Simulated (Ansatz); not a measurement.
# TiFe (Pm-3m): Grüneisen parameters, part 2 of 2

Wanted: mode Grüneisen parameters of TiFe (Pm-3m).

Ansatz 0.2.0; DFT PBEsol, scalar-relativistic, plane waves, PAW; PAW set soft_1.

So far, highest frequency on path, mesh or solved points (cm⁻¹): step 2 (response at finite wavevector) 393.

## Step 4: Phonons at the other volume, volume ratio 0.97

The phonons are repeated at this volume on the same meshes, so that differences come from the volume alone.

Input file input.yaml:

```yaml
crystal:
  lattice:
    - [2.8866188691, 0.0, 0.0]
    - [0.0, 2.8866188691, 0.0]
    - [0.0, 0.0, 2.8866188691]
  atoms:
    - { symbol: Ti, position: [0.5, 0.5, 0.5] }
    - { symbol: Fe, position: [0.0, 0.0, 0.0] }
kpoints:
  mp_grid: { grid: [16, 16, 16] }
hamiltonian:
  xc: pbesol
  pseudopotentials: { kind: paw, azcp: { folder: soft_1 }, xc_functional: pbe }
scf:
  occupations: { method: methfessel_paxton, width: 0.2 }
output:
  eigenvalues: true
phonons:
  method: dfpt
  qmesh: [4, 4, 4]
  temperatures: { t_max: 1000, t_step: 50 }
  qpath:
    path:
      - [[0.0, 0.0, 0.0], [0.0, 0.5, 0.0], [0.5, 0.5, 0.0], [0.0, 0.0, 0.0], [0.5, 0.5, 0.5], [0.0, 0.5, 0.0]]
      - [[0.5, 0.5, 0.5], [0.5, 0.5, 0.0]]
    npoints: 10
```

Launch:

```
> ansatz run input.yaml --threads 4 --pin off --max-ram 10240MiB --backend cpu --events-out ev --progress --plain --runs-dir out
```

Standard output:

```text
[...]
Crystal: 2 atoms, lattice volume = 24.053 Å³
Basis set: ecut = 420 eV, 461 PW (Γ), exchange–correlation on 40×40×40 points (8 copies of the dense FFT grid, shifted against one another)
Bands: 18, of which v1, the nominal top of the filled ones, is band 14 counted from 1 (13 counted from 0)
Symmetry: 48 space group operations
k-points: 165 of 4096
[...]
SCF iter   1: F=—  HF=-6924.278196 eV  |F-HF|=—  |Δ(HF+E_count)|=         —  Δρ=1.17e-1  dr2=1.98e0  ethr=3.10e-3  ⟨swp⟩=3.3  Hψ=10472  notcnv=0
[...]
SCF iter   9: F=-6923.688917 eV  HF=-6923.688917 eV  |F-HF|=0.00e0  |Δ(HF+E_count)|=  9.09e-13  S|Δr|=    0.00e0  Δρ=3.63e-8  dr2=2.33e-13  ethr=1.00e-12  ⟨swp⟩=9.0  Hψ=16471  notcnv=0
SCF 1 converged in 9 iterations: F = -6923.688917 eV  dr2 = 2.33e-13
[...]
SCF iter   3: F=-6923.688917 eV  HF=-6923.688917 eV  |F-HF|=4.55e-12  |Δ(HF+E_count)|=  9.09e-13  S|Δr|=    0.00e0  Δρ=1.34e-7  dr2=5.06e-12  ethr=1.00e-12  ⟨swp⟩=2.2  Hψ=5605  notcnv=0
SCF 2 converged in 3 iterations: F = -6923.688917 eV  dr2 = 5.06e-12
[...]
NSCF: frozen V_eff on 165 k-points
[...]
SCF converged after 9 iterations
[...]
Free energy (F): -6923.688917 eV
[...]
Internal energy: -6923.691639 eV  (E = F + TS)
E sigma→0 (E₀):  -6923.689598 eV
Entropy (-TS):   0.002722 eV (1.361 meV/atom)
Fermi energy:    18.643412 eV
[...]
--- Band table (eV; the first three rows and the last of 165) ---
  k-point 0: bands = [... 10 lower, 14.4922, 17.5567, 17.5567, 17.5567, 20.0257, 20.0257, 22.1627, 22.1627, ... 4 higher]
  k-point 1: bands = [... 10 lower, 14.5410, 17.5502, 17.5502, 17.5764, 19.9703, 20.0473, 22.0268, 22.0268, ... 4 higher]
  k-point 2: bands = [... 10 lower, 14.6788, 17.5333, 17.5333, 17.6337, 19.8074, 20.1059, 21.6711, 21.6711, ... 4 higher]
  k-point 164: bands = [... 10 lower, 16.3862, 16.5477, 16.5477, 16.5477, 18.7415, 18.7415, 22.4958, 22.4958, ... 4 higher]
[...]
ASR residual: 3.890e-6 → 0.000e0 eV/Å²; symmetrization residual: 2.993e-6 eV/Å²
  ASR residual per site (eV/Å²): 3.89e-6 2.30e-6
  Γ frequencies (cm⁻¹): 0.00 0.00 0.00 266.42 266.42 266.42
--- Phonons (arbitrary-q DFPT): 10 irreducible q on the 4×4×4 mesh ---
[...]
interpolated dispersion: 62 rows × 6 modes
[...]
```

Wall time 12 min (4 threads of Arm Neoverse N1, shared host); peak memory 3.2 GiB; 48 min of CPU time.

This step gave:

```
sum-rule residual before enforcement                    : 3.89e-6 eV/Å²
highest frequency on path, mesh or solved points        : 407.8 cm⁻¹
mean frequency                                          : 251.8 cm⁻¹
Debye temperature (second moment)                       : 482 K
logarithmic mean frequency                              : 242.4 cm⁻¹
highest optical mode at the zone centre (no LO-TO term) : 266.4 cm⁻¹
lowest optical zone-centre mode                         : 266.4 cm⁻¹
lowest mode on the q mesh (acoustic modes at Γ apart)   : 99.99 cm⁻¹
zero-point energy per atom                              : 46.82 meV
heat capacity at 300 K                                  : 22.00 J/(mol atoms K)
vibrational entropy at 300 K                            : 22.73 J/(mol atoms K)
```

Frequencies (cm⁻¹) solved at each irreducible wavevector; negative means imaginary. Frequencies by wavevector, by row:

```csv
q in reciprocal lattice units,star,mode 1,mode 2,mode 3,mode 4,mode 5,mode 6
0 0 0,1,0,0,0,266.4,266.4,266.4
0 0 0.25,6,100,100,201.7,249.4,249.4,349
0 0 -0.5,3,163.1,163.1,220.1,220.1,279.9,407.8
0 0.25 0.25,12,137,171.8,241.3,245.7,301.3,321.1
0 0.25 -0.5,12,176.9,222.9,230.5,238.4,291.4,366.1
0 -0.5 -0.5,3,187.5,221.5,249.6,249.6,332.3,332.3
0.25 0.25 0.25,8,202,202,259.6,290.4,290.4,296.6
0.25 0.25 -0.5,12,235.9,245,253.1,255.1,291.4,341.2
0.25 -0.5 -0.5,6,258.8,259.8,262.2,262.2,327.7,327.7
-0.5 -0.5 -0.5,1,282.8,282.8,282.8,318.4,318.4,318.4
```

The highest optical mode at the zone centre (no LO-TO term) is 266.4 cm⁻¹, +15.2 cm⁻¹ against the base run.

## Step 5: Relaxing at another volume, volume ratio 1.03

The volume is scaled by 1.03 and held; symmetry leaves nothing to relax, so this is a single point. The modes can then be followed against volume.

input.yaml, the sections that differ from step 4:

```yaml
crystal:
  lattice:
    - [2.9449501176, 0.0, 0.0]
    - [0.0, 2.9449501176, 0.0]
    - [0.0, 0.0, 2.9449501176]
  atoms:
    - { symbol: Ti, position: [0.5, 0.5, 0.5] }
    - { symbol: Fe, position: [0.0, 0.0, 0.0] }
output:
  forces: true
  stress: true
  eigenvalues: true
  write_density: true
  write_potential: true
  elf: true
  volumetric_format: npy
# kpoints, hamiltonian, scf: as in step 4
# phonons: removed
```

Standard output:

```text
[...]
Crystal: 2 atoms, lattice volume = 25.541 Å³
Basis set: ecut = 420 eV, 485 PW (Γ), exchange–correlation on 40×40×40 points (8 copies of the dense FFT grid, shifted against one another)
Bands: 18, of which v1, the nominal top of the filled ones, is band 14 counted from 1 (13 counted from 0)
Symmetry: 48 space group operations
[...]
k-points: 165 of 4096
[...]
--- Band table (eV; the first three rows and the last of 165) ---
  k-point 0: bands = [... 10 lower, 13.5760, 16.3898, 16.3898, 16.3898, 18.6823, 18.6823, 20.6529, 20.6529]
  k-point 1: bands = [... 10 lower, 13.6188, 16.3837, 16.3837, 16.4080, 18.6325, 18.7015, 20.5287, 20.5287]
  k-point 2: bands = [... 10 lower, 13.7390, 16.3675, 16.3675, 16.4609, 18.4857, 18.7529, 20.2033, 20.2033]
  k-point 164: bands = [... 10 lower, 15.2522, 15.4474, 15.4474, 15.4474, 17.4679, 17.4679, 20.9633, 20.9633]
[key lines of the parts left out:]
SCF converged after 9 iterations
Free energy (F): -6923.690364 eV
Fermi energy:    17.392799 eV
P = ⅓ Tr σ = -5.8724 GPa (-58.724 kbar)
```

Elapsed: 2.8 s, on 4 threads; peak memory 0.37 GiB; 9.8 s of CPU time.

Read from the output:

```
pressure        : -5.872 GPa
volume per atom : 12.77 Å³
```

The run ends at a pressure of -5.87 GPa.

## Step 6: Phonons at the other volume, volume ratio 1.03

The phonons are repeated at this volume on the same meshes, so that differences come from the volume alone.

input.yaml, the sections that differ from step 5:

```yaml
output:
  eigenvalues: true
phonons:
  method: dfpt
  qmesh: [4, 4, 4]
  temperatures: { t_max: 1000, t_step: 50 }
  qpath:
    path:
      - [[0.0, 0.0, 0.0], [0.0, 0.5, 0.0], [0.5, 0.5, 0.0], [0.0, 0.0, 0.0], [0.5, 0.5, 0.5], [0.0, 0.5, 0.0]]
      - [[0.5, 0.5, 0.5], [0.5, 0.5, 0.0]]
    npoints: 10
# crystal, kpoints, hamiltonian, scf: as in step 5
```

Standard output:

```text
[...]
Crystal: 2 atoms, lattice volume = 25.541 Å³
Basis set: ecut = 420 eV, 485 PW (Γ), exchange–correlation on 40×40×40 points (8 copies of the dense FFT grid, shifted against one another)
Bands: 18, of which v1, the nominal top of the filled ones, is band 14 counted from 1 (13 counted from 0)
Symmetry: 48 space group operations
k-points: 165 of 4096
[...]
k-point 164: bands = [... 10 lower, 15.2522, 15.4474, 15.4474, 15.4474, 17.4679, 17.4679, 20.9634, 20.9634, ... 4 higher]
[...]
ASR residual: 1.130e-4 → 0.000e0 eV/Å²; symmetrization residual: 1.654e-6 eV/Å²
  ASR residual per site (eV/Å²): 2.26e-5 1.13e-4
  Γ frequencies (cm⁻¹): 0.00 0.00 0.00 236.39 236.39 236.39
--- Phonons (arbitrary-q DFPT): 10 irreducible q on the 4×4×4 mesh ---
[...]
interpolated dispersion: 62 rows × 6 modes
[...]
[key lines of the parts left out:]
SCF converged after 9 iterations
Free energy (F): -6923.690364 eV
Fermi energy:    17.392807 eV
```

Wall time 14 min (4 threads); peak memory 3.3 GiB.

Read from the output:

```yaml
sum_rule_residual_before_enforcement: 1.13e-4 eV/Å²
highest_frequency_on_path_mesh_or_solved_points: 379.5 cm⁻¹
mean_frequency: 229.8 cm⁻¹
debye_temperature_second_moment: 439 K
logarithmic_mean_frequency: 221.6 cm⁻¹
highest_optical_mode_at_the_zone_centre_no_lo_to_term: 236.4 cm⁻¹
lowest_optical_zone_centre_mode: 236.4 cm⁻¹
lowest_mode_on_the_q_mesh_acoustic_modes_at_gamma_apart: 92.56 cm⁻¹
zero_point_energy_per_atom: 42.74 meV
heat_capacity_at_300_k: 22.46 J/(mol atoms K)
vibrational_entropy_at_300_k: 24.72 J/(mol atoms K)
```

Frequencies (cm⁻¹) solved at each irreducible wavevector; negative means imaginary. Frequencies by wavevector, by row:

```csv
q in reciprocal lattice units,star,mode 1,mode 2,mode 3,mode 4,mode 5,mode 6
0 0 0,1,0,0,0,236.4,236.4,236.4
0 0 0.25,6,92.6,92.6,185.1,223,223,324.3
0 0 -0.5,3,147.9,147.9,201.3,201.3,257.1,379.5
0 0.25 0.25,12,126,162.8,217.3,222.2,266.3,301.5
0 0.25 -0.5,12,159.9,203.9,217.7,217.8,258.6,335.6
0 -0.5 -0.5,3,168.6,202.1,232.8,232.8,295.2,295.2
0.25 0.25 0.25,8,189.1,189.1,233.2,259.2,259.2,277.9
0.25 0.25 -0.5,12,222.9,224.1,230.8,234.4,257.2,310.6
0.25 -0.5 -0.5,6,235.8,238.1,242.2,242.2,294.8,294.8
-0.5 -0.5 -0.5,1,257.4,257.4,257.4,291.3,291.3,291.3
```

The highest optical mode at the zone centre (no LO-TO term) is 236.4 cm⁻¹, -14.9 cm⁻¹ against the base run.

## Step 7: Grüneisen parameters

The Grüneisen parameter of a mode is minus the logarithmic change of its frequency with volume, −d ln ω / d ln V; weighted by heat capacity it gives the expansion.

This step gave:

```
bulk modulus : 211.8 GPa
```

Phonon branches along the path, in cm⁻¹:

```
    point  branch 1  branch 2  branch 3  branch 4  branch 5  branch 6
        Γ         0         0         0       251       251       251
  halfway        96        96       193       236       236       336
        X       155       155       210       210       268       393
  halfway       168       213       224       228       275       350
        M       178       212       241       241       313       313
  halfway       132       167       229       234       284       311
        Γ         0         0         0       251       251       251
  halfway       196       196       246       274       274       287
        R       270       270       270       305       305       305
  halfway       229       235       242       245       274       325
        X       155       155       210       210       268       393
jump to R       270       270       270       305       305       305
  halfway       247       249       252       252       311       311
        M       178       212       241       241       313       313
```

The same for volume x 0.97:

```
point  branch 1  branch 2  branch 3  branch 4  branch 5  branch 6
    Γ         0         0         0       266       266       266
    X       163       163       220       220       280       408
    M       188       222       250       250       332       332
    Γ         0         0         0       266       266       266
    R       283       283       283       318       318       318
    X       163       163       220       220       280       408
    R       283       283       283       318       318       318
    M       188       222       250       250       332       332
```

The same for volume x 1.03:

| point | branch 1 | branch 2 | branch 3 | branch 4 | branch 5 | branch 6 |
| --- | --- | --- | --- | --- | --- | --- |
| Γ | 0 | 0 | 0 | 236 | 236 | 236 |
| X | 148 | 148 | 201 | 201 | 257 | 380 |
| M | 169 | 202 | 233 | 233 | 295 | 295 |
| Γ | 0 | 0 | 0 | 236 | 236 | 236 |
| R | 257 | 257 | 257 | 291 | 291 | 291 |
| X | 148 | 148 | 201 | 201 | 257 | 380 |
| R | 257 | 257 | 257 | 291 | 291 | 291 |
| M | 169 | 202 | 233 | 233 | 295 | 295 |

The first set of phonon branches as a text plot (rows in cm⁻¹):

```
    399 |      ***                                       *
    382 |         *                                    **
    365 |     *    *                                  *
    348 |    *                                       *
    331 |   *       **                              *
    314 |             *********                  ***       ******
    297 |  *         **   ***  *     ***   ********       *
    280 |           *        ** *   *   ****      ***      *
    263 |**    *****      *    *** *****    ******** ********
    246 |***  *       **** **  *****    ****      ***        ****
    229 |   ***    ***  ** ****        * **         ***       *
    212 |    * ************                          *****    ***
    195 |   *     *        ** *         *             *        *
    178 |           ******           **                *        *
    161 |       ****      *  * *       *                **
    144 |      *           ** *
    127 |  *  *              *      ***
    110 |    *                ***
     93 | * *
     76 |                      **   *
     59 |  *                    ** *
     42 |**                      * *
     25 |*                       *
      8 |                         *
         Γ      X      M          Γ            R        X|R     M
```

Mode Grueneisen parameter -dln(w)/dln(V), modes matched by rank; at Γ the acoustic branches take the value of a neighbouring point of the path. The mode Grüneisen parameters at the labelled points ():

| point | branch 1 | branch 2 | branch 3 | branch 4 | branch 5 | branch 6 |
| --- | --- | --- | --- | --- | --- | --- |
| Γ | 1.23 | 1.23 | 1.21 | 1.99 | 1.99 | 1.99 |
| halfway | 1.28 | 1.28 | 1.43 | 1.86 | 1.86 | 1.22 |
| X | 1.63 | 1.63 | 1.49 | 1.49 | 1.42 | 1.20 |
| halfway | 1.68 | 1.48 | 0.95 | 1.51 | 1.99 | 1.45 |
| M | 1.77 | 1.53 | 1.16 | 1.16 | 1.97 | 1.97 |
| halfway | 1.38 | 0.90 | 1.74 | 1.68 | 2.06 | 1.05 |
| Γ | 1.18 | 0.48 | 1.62 | 1.99 | 1.99 | 1.99 |
| halfway | 1.10 | 1.10 | 1.79 | 1.89 | 1.89 | 1.08 |
| R | 1.57 | 1.57 | 1.57 | 1.48 | 1.48 | 1.48 |
| halfway | 0.94 | 1.49 | 1.54 | 1.41 | 2.08 | 1.57 |
| X | 1.63 | 1.63 | 1.49 | 1.49 | 1.42 | 1.20 |
| jump to R | 1.57 | 1.57 | 1.57 | 1.48 | 1.48 | 1.48 |
| halfway | 1.55 | 1.45 | 1.32 | 1.32 | 1.76 | 1.76 |
| M | 1.77 | 1.53 | 1.16 | 1.16 | 1.97 | 1.97 |

The mode Grüneisen parameters as a text plot (rows in , shown from 0.7 to 2.1 only):

```
   2.03 |            **  **  **                    *
   1.97 |***           **      ******                *          *
   1.91 |*              *      *     ****                     **
   1.86 |   *         *       *  *     *
   1.80 |    *     *   **          * ** ***       *
   1.74 | *          **  *   *      *                 *      *  *
   1.68 |     *    ***   *   ***           **               *
   1.62 |       ***       ***   ***              ***     * *   *
   1.56 |      * * **     *                 *********  ** * ***
   1.51 |  *   *********** **   *        **  ****   ********   **
   1.45 |   ******        *                 *   ***  ***** ***
   1.39 |                    *      *       *    * **       *
   1.33 |  * *     *                       *      **  *      *
   1.27 | * *     *      *    **                       *
   1.21 |****  ***  *** *      **        **           * **    **
   1.16 |    **     * ***  **    **                *            *
   1.10 |          * *   *    *      ** *
   1.04 |                 *  *                       *
   0.98 |                  **          *
   0.92 |                    *       **             *
   0.86 |
   0.81 |                     *
   0.75 |                      *    *
   0.69 |                          *
         Γ      X      M          Γ            R        X|R     M
```

(dS/dlnV)/C_V. The thermodynamic Grueneisen parameter by temperature:

| temperature (K) | thermodynamic Grueneisen parameter |
| --- | --- |
| 50 | 1.34 |
| 100 | 1.45 |
| 150 | 1.48 |
| 200 | 1.49 |
| 250 | 1.49 |
| 300 | 1.49 |
| 350 | 1.49 |
| 400 | 1.49 |
| 450 | 1.49 |
| 500 | 1.49 |
| 550 | 1.49 |
| 600 | 1.50 |
| 650 | 1.49 |
| 700 | 1.50 |
| 750 | 1.50 |
| 800 | 1.50 |
| 850 | 1.50 |
| 900 | 1.50 |
| 950 | 1.50 |
| 1000 | 1.50 |

Gamma C_V/(B V) at the static volume. Table of volume expansion by temperature:

```
temperature (K)  volume expansion (1e-6/K)
             50                       1.81
            100                       9.56
            150                       15.2
            200                       18.2
            250                       19.9
            300                       21.0
            350                       21.6
            400                       22.1
            450                       22.4
            500                       22.6
            550                       22.8
            600                       22.9
            650                       23.0
            700                       23.1
            750                       23.1
            800                       23.2
            850                       23.2
            900                       23.3
            950                       23.3
           1000                       23.3
```

## Step 8: Summary of results

```
bulk modulus                               : 212 GPa
thermodynamic Grüneisen parameter at 300 K : 1.491
volume expansion at 300 K, estimated       : 20.97 × 10⁻⁶ K⁻¹
```

By this estimate the volume grows by 21.0 × 10⁻⁶ per kelvin at 300 K. The highest optical mode at Γ goes from 266 to 236 cm⁻¹ as the cell grows, a Grüneisen parameter of 1.99. Mode parameters on the path run from 0.48 to 2.1, with a median of 1.5. Branches are matched by rank, so values near crossings are rough. The expansion is the Grüneisen estimate at the static volume, with the static bulk modulus. With no gap, or one that is small against the smearing, the frequencies hang on the k mesh and the smearing, most of all near Kohn anomalies. The phonon runs are without spin polarisation, although Fe often carries a moment. The PAW files were made for PBE and serve the other functionals too.

[Long decimals in the printed logs are rounded to 6 places.]

[Logs are printed without paths, hosts, clocks, repeated set-up lines and the standing remarks that a program may print on its own settings, such as how far it seeks lower states.]

[Hosts, paths, dates, database ids (printed as entryN), source tags and the programs' standing remarks are cut or masked in the printed files.]

[Where the starting crystal was built by hand or by swapping elements, it need not be the compound's stable phase.]
